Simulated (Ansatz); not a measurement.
# Lattice dynamics of NbTe2 monolayer (1T), part 2 of 2

Aim: the vibrations of NbTe2 monolayer (1T), their spectra, and whether the structure is stable.

Ansatz 0.2.0; DFT PBEsol, scalar-relativistic, plane waves, PAW.

So far. Step 4 (Tight relaxation): The largest force component left is 0.043 meV/Å, within the tolerances set.

## (5) Linear response at the zone centre

The zone centre comes first: it holds the modes that light can see, as far as symmetry allows. No field response is asked, since the mesh shows no gap.

input.yaml reads:

```yaml
crystal:
  lattice:
    - [3.5815075528, 0.0, 0.0]
    - [-1.7907537764, 3.1016765246, 0.0]
    - [0.0, 0.0, 30.424]
  atoms:
    - { symbol: Nb, position: [0.0, 0.0, 0.328687878] }
    - { symbol: Te, position: [0.3333333333, 0.6666666667, 0.3899027598] }
    - { symbol: Te, position: [0.6666666667, 0.3333333333, 0.2674729962] }
  periodic: [true, true, false]
kpoints:
  mp_grid: { grid: [18, 18, 1] }
hamiltonian:
  xc: pbesol
scf:
  occupations: { method: methfessel_paxton, width: 0.15 }
output:
  eigenvalues: true
phonons:
  method: dfpt
```

Command:

```
> ansatz run input.yaml --threads 8 --pin off --max-ram 14336MiB --backend cpu --events-out ev --progress --plain --runs-dir out
```

Numbers of over 12 decimals in the logs are rounded to 6 here.

Output:

```text
Warning: crystal.symmetry: narrowed to the stabiliser of the run's FFT grids — unitary ops 12 → 6. A phonons.method: dfpt run fills in the rows of the dynamical matrix that it does not solve by its symmetry operations, which is exact only for operations that map its FFT grids onto themselves: filled in by any other, the frequencies could depend on the order in which like atoms are typed, or, by more than the grids' own error, on where the crystal sits among the grids' points. Excluded: 6 operations. The run can therefore solve more perturbations, solve them on more k-points, or both, and cost more. [rest of the remark cut]
[...]
Crystal: 3 atoms, lattice volume = 337.970 Å³
Basis set: ecut = 420 eV, 6467 PW (Γ), exchange–correlation on 48×48×432 points (8 copies of the dense FFT grid, shifted against one another)
Bands: 27, of which v1, the nominal top of the filled ones, is band 23 counted from 1 (22 counted from 0)
Symmetry: 12 space group operations
k-points: 91 of 324 (irreducible under 2 space group operations, time reversal used)
[...]
SCF iter   1: F=—  HF=-18299.680140 eV  |F-HF|=—  |Δ(HF+E_count)|=         —  Δρ=1.92e-3  dr2=1.43e-2  ethr=1.77e-3  ⟨swp⟩=12.6  Hψ=17040  notcnv=0
[...]
SCF iter  10: F=-18299.679262 eV  HF=-18299.679262 eV  |F-HF|=7.64e-11  |Δ(HF+E_count)|=  4.69e-10  S|Δr|=    0.00e0  Δρ=6.42e-9  dr2=7.12e-14  ethr=1.00e-12  ⟨swp⟩=14.5  Hψ=17922  notcnv=0
SCF 1 converged in 10 iterations: F = -18299.679262 eV  dr2 = 7.12e-14
[...]
DFPT response loops at Γ: preconditioner auto → none (partly filled bands, converged f_vac=0.741); β = 0.50; Broyden in place of MSR1
SCF converged after 10 iterations
[...]
Free energy (F): -18299.679262 eV
[...]
Internal energy: -18299.678552 eV  (E = F + TS)
E sigma→0 (E₀):  -18299.679084 eV
Entropy (-TS):   -0.000710 eV (-0.237 meV/atom)
Fermi energy:    -4.655978 eV
[...]
--- Band table (eV; the first three rows and the last of 91) ---
  k-point 0: bands = [... 19 lower, -6.4842, -4.9745, -4.4221, -4.4221, -3.1941, -3.1941, -0.6120, -0.6120]
  k-point 1: bands = [... 19 lower, -6.3284, -4.9998, -4.5764, -4.5379, -3.2923, -3.1074, -0.9178, -0.6745]
  k-point 2: bands = [... 19 lower, -6.1710, -5.3008, -4.8191, -4.7847, -3.4289, -2.9492, -1.4836, -0.8125]
  k-point 90: bands = [... 19 lower, -7.5474, -7.4704, -6.7562, -4.0316, -3.6400, -2.4759, -2.3137, -0.6501]
--- Phonons (Γ-DFPT): 6 representative perturbations + reference, on 91 of 324 k-points (Σ response iterations 30) ---
  ASR residual: 1.255e-4 → 0.000e0 eV/Å²; symmetrization residual: 6.205e-5 eV/Å²
  The last average, over the group as it would stand without the narrowing to the FFT grids, took up to 1.588e-6 eV/Å² of the zone centre's force constants
  ASR residual per site (eV/Å²): 1.26e-4 5.77e-5 5.45e-5
  Γ frequencies (cm⁻¹): 0.00 0.00 0.00 104.91 104.91 155.47 166.67 166.67 281.43
  non-analytic LO–TO correction: not included (Born effective charges unavailable; polar crystals: no LO–TO splitting at Γ)
```

Run time: 75 s. Hardware: 8 threads of Arm Neoverse V2, shared host; peak memory 2.9 GiB; 9.4 min of CPU time.

The column dr2 measures how far the density is from self-consistency, as an energy; F and HF (Harris–Foulkes) agree once it is small.

Numbers from this step:

* sum-rule residual before enforcement: 1.26e-4 eV/Å²
* point group: -3m
* highest optical mode at the zone centre (no LO-TO term): 281.4 cm⁻¹
* lowest optical zone-centre mode: 104.9 cm⁻¹

Patterns of degenerate modes are one choice out of their space. The modes at Γ (shares of kinetic energy by element, %):

```csv
mode,frequency (cm⁻¹),symmetry,Nb %,Te %
1,0.0,acoustic,27,73
2,0.0,acoustic,27,73
3,0.0,acoustic,27,73
4,104.9,Eg,0,100
5,104.9,Eg,0,100
6,155.5,A1g,0,100
7,166.7,Eu,73,27
8,166.7,Eu,73,27
9,281.4,A2u,73,27
```

Displacements in mode 5 (104.9 cm⁻¹), the largest set to 1:
```
Nb1  0.00  0.00  0.00
Te2 -1.00  0.00  0.00
Te3  1.00  0.00  0.00
```

Displacements in mode 9 (281.4 cm⁻¹), the largest set to 1:
```
Nb1  0.00  0.00  1.00
Te2  0.00  0.00 -0.36
Te3  0.00  0.00 -0.36
```

Before it was imposed, the acoustic sum rule was missed by 1.3e-4 eV/Å². Small misses are needed for a sound result but don't prove that mesh and cutoff are converged. The lowest optical mode is real, 105 cm⁻¹.

## (6) Phonons on a q mesh

Stability and thermal properties need the whole zone. Linear response on a 6×6×1 q mesh gives force constants as far as a supercell of that size would.

Changes to input.yaml since step 5:

```diff
@@ -20 +20,10 @@
   method: dfpt
+  qmesh: [6, 6, 1]
+  temperatures: { t_max: 1000, t_step: 50 }
+  qpath:
+    path:
+      - [0.0, 0.0, 0.0]
+      - [0.5, 0.0, 0.0]
+      - [0.33333333, 0.33333333, 0.0]
+      - [0.0, 0.0, 0.0]
+    npoints: 10
```

Output:

```text
[...]
Crystal: 3 atoms, lattice volume = 337.970 Å³
Basis set: ecut = 420 eV, 6467 PW (Γ), exchange–correlation on 48×48×432 points (8 copies of the dense FFT grid, shifted against one another)
Bands: 27, of which v1, the nominal top of the filled ones, is band 23 counted from 1 (22 counted from 0)
Symmetry: 12 space group operations
k-points: 37 of 324 (irreducible under 6 space group operations, time reversal used)
[...]
SCF iter   1: F=—  HF=-18299.680261 eV  |F-HF|=—  |Δ(HF+E_count)|=         —  Δρ=1.92e-3  dr2=1.42e-2  ethr=1.77e-3  ⟨swp⟩=12.8  Hψ=6959  notcnv=0
[...]
SCF iter  10: F=-18299.679262 eV  HF=-18299.679262 eV  |F-HF|=8.73e-11  |Δ(HF+E_count)|=  4.66e-10  S|Δr|=    0.00e0  Δρ=8.82e-9  dr2=1.32e-13  ethr=1.00e-12  ⟨swp⟩=14.3  Hψ=7131  notcnv=0
SCF 1 converged in 10 iterations: F = -18299.679262 eV  dr2 = 1.32e-13
[...]
phonons: the bands overlap, so this run is a metal and interpolates without the dipole-dipole term. If the crystal is really an insulator or semiconductor, its LO-TO splitting is missing
NSCF: frozen V_eff on 37 k-points
[...]
DFPT response loops at q = (0, 0, 0) (fractional): preconditioner auto → none (partly filled bands, converged f_vac=0.741); β = 0.50; Broyden in place of MSR1
[...]
SCF converged after 10 iterations
[...]
Free energy (F): -18299.679262 eV
[...]
Internal energy: -18299.678552 eV  (E = F + TS)
E sigma→0 (E₀):  -18299.679084 eV
Entropy (-TS):   -0.000710 eV (-0.237 meV/atom)
Fermi energy:    -4.655978 eV
[...]
--- Band table (eV; the first three rows and the last of 37) ---
  k-point 0: bands = [... 19 lower, -6.4842, -4.9745, -4.4221, -4.4221, -3.1941, -3.1941, -0.6120, -0.6120]
  k-point 1: bands = [... 19 lower, -6.3284, -4.9998, -4.5764, -4.5379, -3.2923, -3.1074, -0.9178, -0.6745]
  k-point 2: bands = [... 19 lower, -6.1710, -5.3008, -4.8191, -4.7847, -3.4289, -2.9492, -1.4836, -0.8125]
  k-point 36: bands = [... 19 lower, -7.7377, -7.2128, -7.2128, -3.5709, -3.5709, -3.0737, -1.3345, -1.3345]
--- Phonons (Γ-DFPT): 6 representative perturbations + reference (Σ response iterations 27) ---
  ASR residual: 8.638e-5 → 0.000e0 eV/Å²; symmetrization residual: 5.814e-5 eV/Å²
[...]
ASR residual per site (eV/Å²): 8.64e-5 4.68e-5 5.80e-5
  Γ frequencies (cm⁻¹): 0.00 0.00 0.00 104.91 104.91 155.47 166.67 166.67 281.43
--- Phonons (arbitrary-q DFPT): 7 irreducible q on the 6×6×1 mesh ---
  q = [0.0000, 0.0000, 0.0000] (star 1, of the zone-centre solve; hermiticity 5.86e-6, symmetrization 3.62e-12, taken by the last average 2.83e-7): -0.00 0.00 0.00 104.91 104.91 155.47 166.67 166.67 281.43
  q = [0.0000, 0.1667, 0.0000] (star 6, 9 solved perturbations on 171 of 324 k-point pairs; hermiticity 6.47e-6, symmetrization 2.13e-7, taken by the last average 6.78e-7): -89.90 -17.12 23.43 100.36 107.03 120.04 133.62 169.58 263.28
[...]
q = [0.1667, 0.1667, 0.0000] (star 6, 6 solved perturbations in 1485 linear systems a pass and spin channel, the states on 324 of 324 k-point pairs; hermiticity 6.43e-6, symmetrization 2.48e-10, taken by the last average 5.74e-7): -62.97 11.64 53.30 118.75 120.37 131.55 134.04 186.63 241.41
[...]
sum rule: each row above includes the acoustic sum rule's correction from the zone centre's row sums; it moved no ω² by more than (0.50 cm⁻¹)²
  mesh force constants: q→R imaginary residual 1.77e-18; ASR residual 8.638e-5 → 0.000e0 eV/Å²; symmetrization residual 1.066e-14 eV/Å²
  interpolated dispersion: 31 rows × 9 modes
  density of states and harmonic sums: on the 24×24×1 q-mesh, interpolated from the force constants of a 6×6×1 supercell (no non-analytic term)
  largest difference from the sums on the solved wave vectors: F 4.76e-2 eV, S 5.97e-5 and C_V 1.30e-5 eV/K
  zero-point energy: 0.067317 eV/cell   skipped modes (ω ≤ 0): 48, of them read as no rigid motion or as one in doubt: 45 (7.188e-1 modes/cell left out, lowest -95.92 cm⁻¹)   left out of the sums: 8.04e-2 of the cell's modes: C_V's classical limit lies that fraction below 3 k_B per atom; for a crystal, a wire or a layer, F and S can be off by more, and a phonons.interpolated_qmesh denser along its periods is the remedy for the sampling
```

It took 17 min on 8 threads; peak memory 6 GiB; 2.2 h of CPU time.

This step gave:

| Item | Value |
| --- | --- |
| sum-rule residual before enforcement | 8.64e-5 eV/Å² |
| lowest frequency on the path | -96.36 cm⁻¹ |
| highest frequency on the path or at a solved wavevector | 281.4 cm⁻¹ |
| lowest mode on the q mesh (acoustic modes at Γ apart) | -89.9 cm⁻¹ |

Frequencies (cm⁻¹) solved at each irreducible wavevector; negative means imaginary. Frequencies by wavevector, by row:

```csv
q in reciprocal lattice units,star,mode 1,mode 2,mode 3,mode 4,mode 5,mode 6,mode 7,mode 8,mode 9
0 0 0,1,0,0,0,104.9,104.9,155.5,166.7,166.7,281.4
0 0.1667 0,6,-89.9,-17.1,23.4,100.4,107,120,133.6,169.6,263.3
0 0.3333 0,6,25,63.5,64.9,109.7,132.3,134.6,142.4,185.1,236.8
0 -0.5 0,3,83,86.6,88.7,117.9,130.9,142.5,148.3,187.2,221.8
0.1667 0.1667 0,6,-63,11.6,53.3,118.8,120.4,131.6,134,186.6,241.4
0.1667 0.3333 0,12,45.8,77.4,81,126.2,127.1,144.4,158.5,191.7,216.7
0.3333 0.3333 0,2,70.8,70.8,82.4,133.5,133.5,143.3,183,183,204.9
```

Interpolated from a 6×6×1 q mesh. Phonon branches along the path, in cm⁻¹:

```csv
point,branch 1,branch 2,branch 3,branch 4,branch 5,branch 6,branch 7,branch 8,branch 9
Γ,0,0,0,105,105,156,167,167,281
halfway,-83,31,44,108,122,130,130,173,250
M,83,87,89,118,131,142,148,187,222
halfway,58,78,85,127,127,145,165,188,212
K,71,71,82,134,134,143,183,183,205
halfway,-63,12,53,119,120,132,134,187,241
Γ,0,0,0,105,105,156,167,167,281
```

The phonon branches as a text plot (rows in cm⁻¹):

```
    274 |*******                                           ******
    258 |       **                                    *****
    242 |         ******                            **
    226 |               ********               *****
    211 |                       ***************
    195 |             ******************   *********
    179 |         ****               ********       *******
    163 |*********              *****        **            ******
    148 |   **        ******************************       **
    132 | **  ******************  *************************  ***
    116 |   **********************                  *********
    100 |***********                                     ********
     85 |               ***********************
     69 |             ****      ***  ***************
     53 |           **             ***              **
     37 |       ****  **                     **       ***
     22 |     **                                         **
      6 |*  **                                      **     **   *
    -10 | ********                                           ***
    -26 |                                      ***         **
    -41 |   **      **                                   **
    -57 |                                         *******  **
    -73 |                                             *****
    -89 |     ******
         Γ                   M           K                      Γ
```

Tetrahedra on a 24×24×1 mesh, mean over bins of 5 cm-1. Interpolated from a 6×6×1 q mesh. Table of phonon density of states by wavenumber; read off at these points:

```csv
wavenumber (cm⁻¹),phonon density of states (1/cm⁻¹/cell)
-98,2.0e-4
-78,0.00758
-62,0.00848
-42,0.00709
-28,0.00701
-8,0.00828
12,0.00735
28,0.0103
48,0.0193
68,0.0321
78,0.0829
82,0.0752
102,0.0181
118,0.0673
128,0.160
138,0.0432
142,0.106
158,0.018
172,0.0372
188,0.0707
192,0.0591
212,0.0181
228,0.0192
248,0.0110
262,0.00736
282,9.3e-4
```

The partial phonon density of states has structure finer than the step of the table below, so its rows give means over 20 cm⁻¹, whole bins alone (the curve runs from -106 to 300 cm⁻¹). Peaks (cm⁻¹: height): Nb -31.7: 0.0089, -3.7: 0.0083, 78.0: 0.0266, 129.0: 0.0181, 190.2: 0.0397, 220.8: 0.0191; Te 78.0: 0.0497, 126.4: 0.115, 144.3: 0.0836, 190.2: 0.0297.

Phonopy on the run's constants, 19x19x1 mesh, Gaussian sigma 2.9 cm-1. Interpolated from a 6×6×1 q mesh. The partial phonon density of states by wavenumber; means over each step; values in 1/cm⁻¹/cell:

```csv
wavenumber (cm⁻¹),Nb,Te
-80,0.00523,0.00185
-60,0.00517,0.00217
-40,0.00532,0.00319
-20,0.00312,0.00343
0,0.00455,0.00565
20,0.00124,0.00345
40,0.00787,0.0100
60,0.0124,0.0175
80,0.0190,0.0357
100,0.00116,0.0186
120,0.00907,0.0751
140,0.00695,0.0683
160,0.00611,0.0163
180,0.0146,0.0180
200,0.0130,0.00842
220,0.0158,0.00552
240,0.00987,0.00343
260,0.00594,0.00211
280,0.00213,7.7e-4
```

Symmetry leaves 7 wavevectors to solve. The lowest mode among them, the acoustic zeros apart, lies at q = (0, 0.167, 0) and is imaginary, 89.9i cm⁻¹, so the energy falls along it. Between them the interpolated path dips to 96i cm⁻¹.

## (7) Another isotope

An isotope changes the mass and not the force constants, so no new electronic calculation is needed; the shifts show which modes move this element.

The same force constants with the mass of Te changed from 127.600 to 129.906 u (phonopy, no LO-TO term). Both lists are sorted by frequency; levels can cross, so a row need not hold one and the same mode. Modes under 3 cm⁻¹ are left out. Isotope shifts, by row:

```csv
q,rank,natural mass (cm⁻¹),changed mass (cm⁻¹)
0 0 0,4,104.9,104
0 0 0,5,104.9,104
0 0 0,6,155.5,154.1
0 0 0,7,166.7,166.3
0 0 0,8,166.7,166.3
0 0 0,9,281.4,280.8
0 0.1667 0,1,-89.9,-89.74
0 0.1667 0,2,-17.12,-17.04
0 0.1667 0,3,23.43,23.27
0 0.1667 0,4,100.4,99.49
0 0.1667 0,5,107,106.1
0 0.1667 0,6,120,119
0 0.1667 0,7,133.6,133
0 0.1667 0,8,169.6,168.3
0 0.1667 0,9,263.3,262.7
0 0.3333 0,1,25.03,24.92
0 0.3333 0,2,63.55,63.12
0 0.3333 0,3,64.86,64.53
0 0.3333 0,4,109.7,108.8
0 0.3333 0,5,132.3,131.7
0 0.3333 0,6,134.6,133.4
0 0.3333 0,7,142.4,141.1
0 0.3333 0,8,185.1,184.2
0 0.3333 0,9,236.8,236.3
0 -0.5 0,1,82.99,82.45
0 -0.5 0,2,86.59,86.02
0 -0.5 0,3,88.74,88.22
0 -0.5 0,4,117.9,116.8
0 -0.5 0,5,130.9,130.6
0 -0.5 0,6,142.5,141.2
0 -0.5 0,7,148.3,147
0 -0.5 0,8,187.2,186.6
0 -0.5 0,9,221.8,221.3
```

A mode of this element alone would shift by -0.89 %. The highest zone-centre frequency without the field goes from 281.4 to 280.8 cm⁻¹ (-0.2 %). The product of the frequency ratios over all optical modes at Γ is 0.967; the product rule, (m/m′)^(3k/2) (M′/M)^(3/2) with k = 2 such atoms and M the mass of the cell, gives 0.967.

## (8) Outcome

```yaml
space_group_after_relaxation_within_0p01_a: P-3m1
area_per_atom: 3.70 Å²
electronic_character: no gap on this mesh
highest_optical_mode_at_the_zone_centre_no_lo_to_term: 281 cm⁻¹
lowest_optical_zone_centre_mode: 105 cm⁻¹
lowest_mode_on_the_q_mesh_acoustic_modes_at_gamma_apart: -89.9 cm⁻¹
highest_frequency_on_the_path_or_at_a_solved_wavevector: 281 cm⁻¹
imaginary_modes_on_the_6x6x1_q_mesh: yes
```

**Reading.** Modes are clearly imaginary (beyond 10i cm⁻¹) at 2 of the 7 irreducible wavevectors, most at q = (0, 0.167, 0) (89.9i cm⁻¹), so this structure is not a minimum of the energy. The optical modes at Γ span 105 to 281 cm⁻¹. The highest mode in this list at Γ, 281.4 cm⁻¹, is mostly motion of Nb (73 % of the kinetic energy). With no gap, or one that is small against the smearing, the frequencies hang on the k mesh and the smearing, most of all near Kohn anomalies. The phonon runs are without spin polarisation, although the cell has an odd electron count. In a sheet or slab the interpolated bending branch near Γ is rough, since the rotational sum rule isn't imposed. Spin-orbit coupling is left out, which can matter for the heavy elements here. The starting cell was built on a prototype and not taken from a measurement. These are harmonic frequencies at zero temperature: anharmonic shifts, linewidths and thermal expansion are left out.

[Logs are printed without paths, hosts, clocks, repeated set-up lines and the standing remarks that a program may print on its own settings, such as how far it seeks lower states.]

[Hosts, paths, dates, database ids (printed as entryN), source tags and the programs' standing remarks are cut or masked in the printed files.]
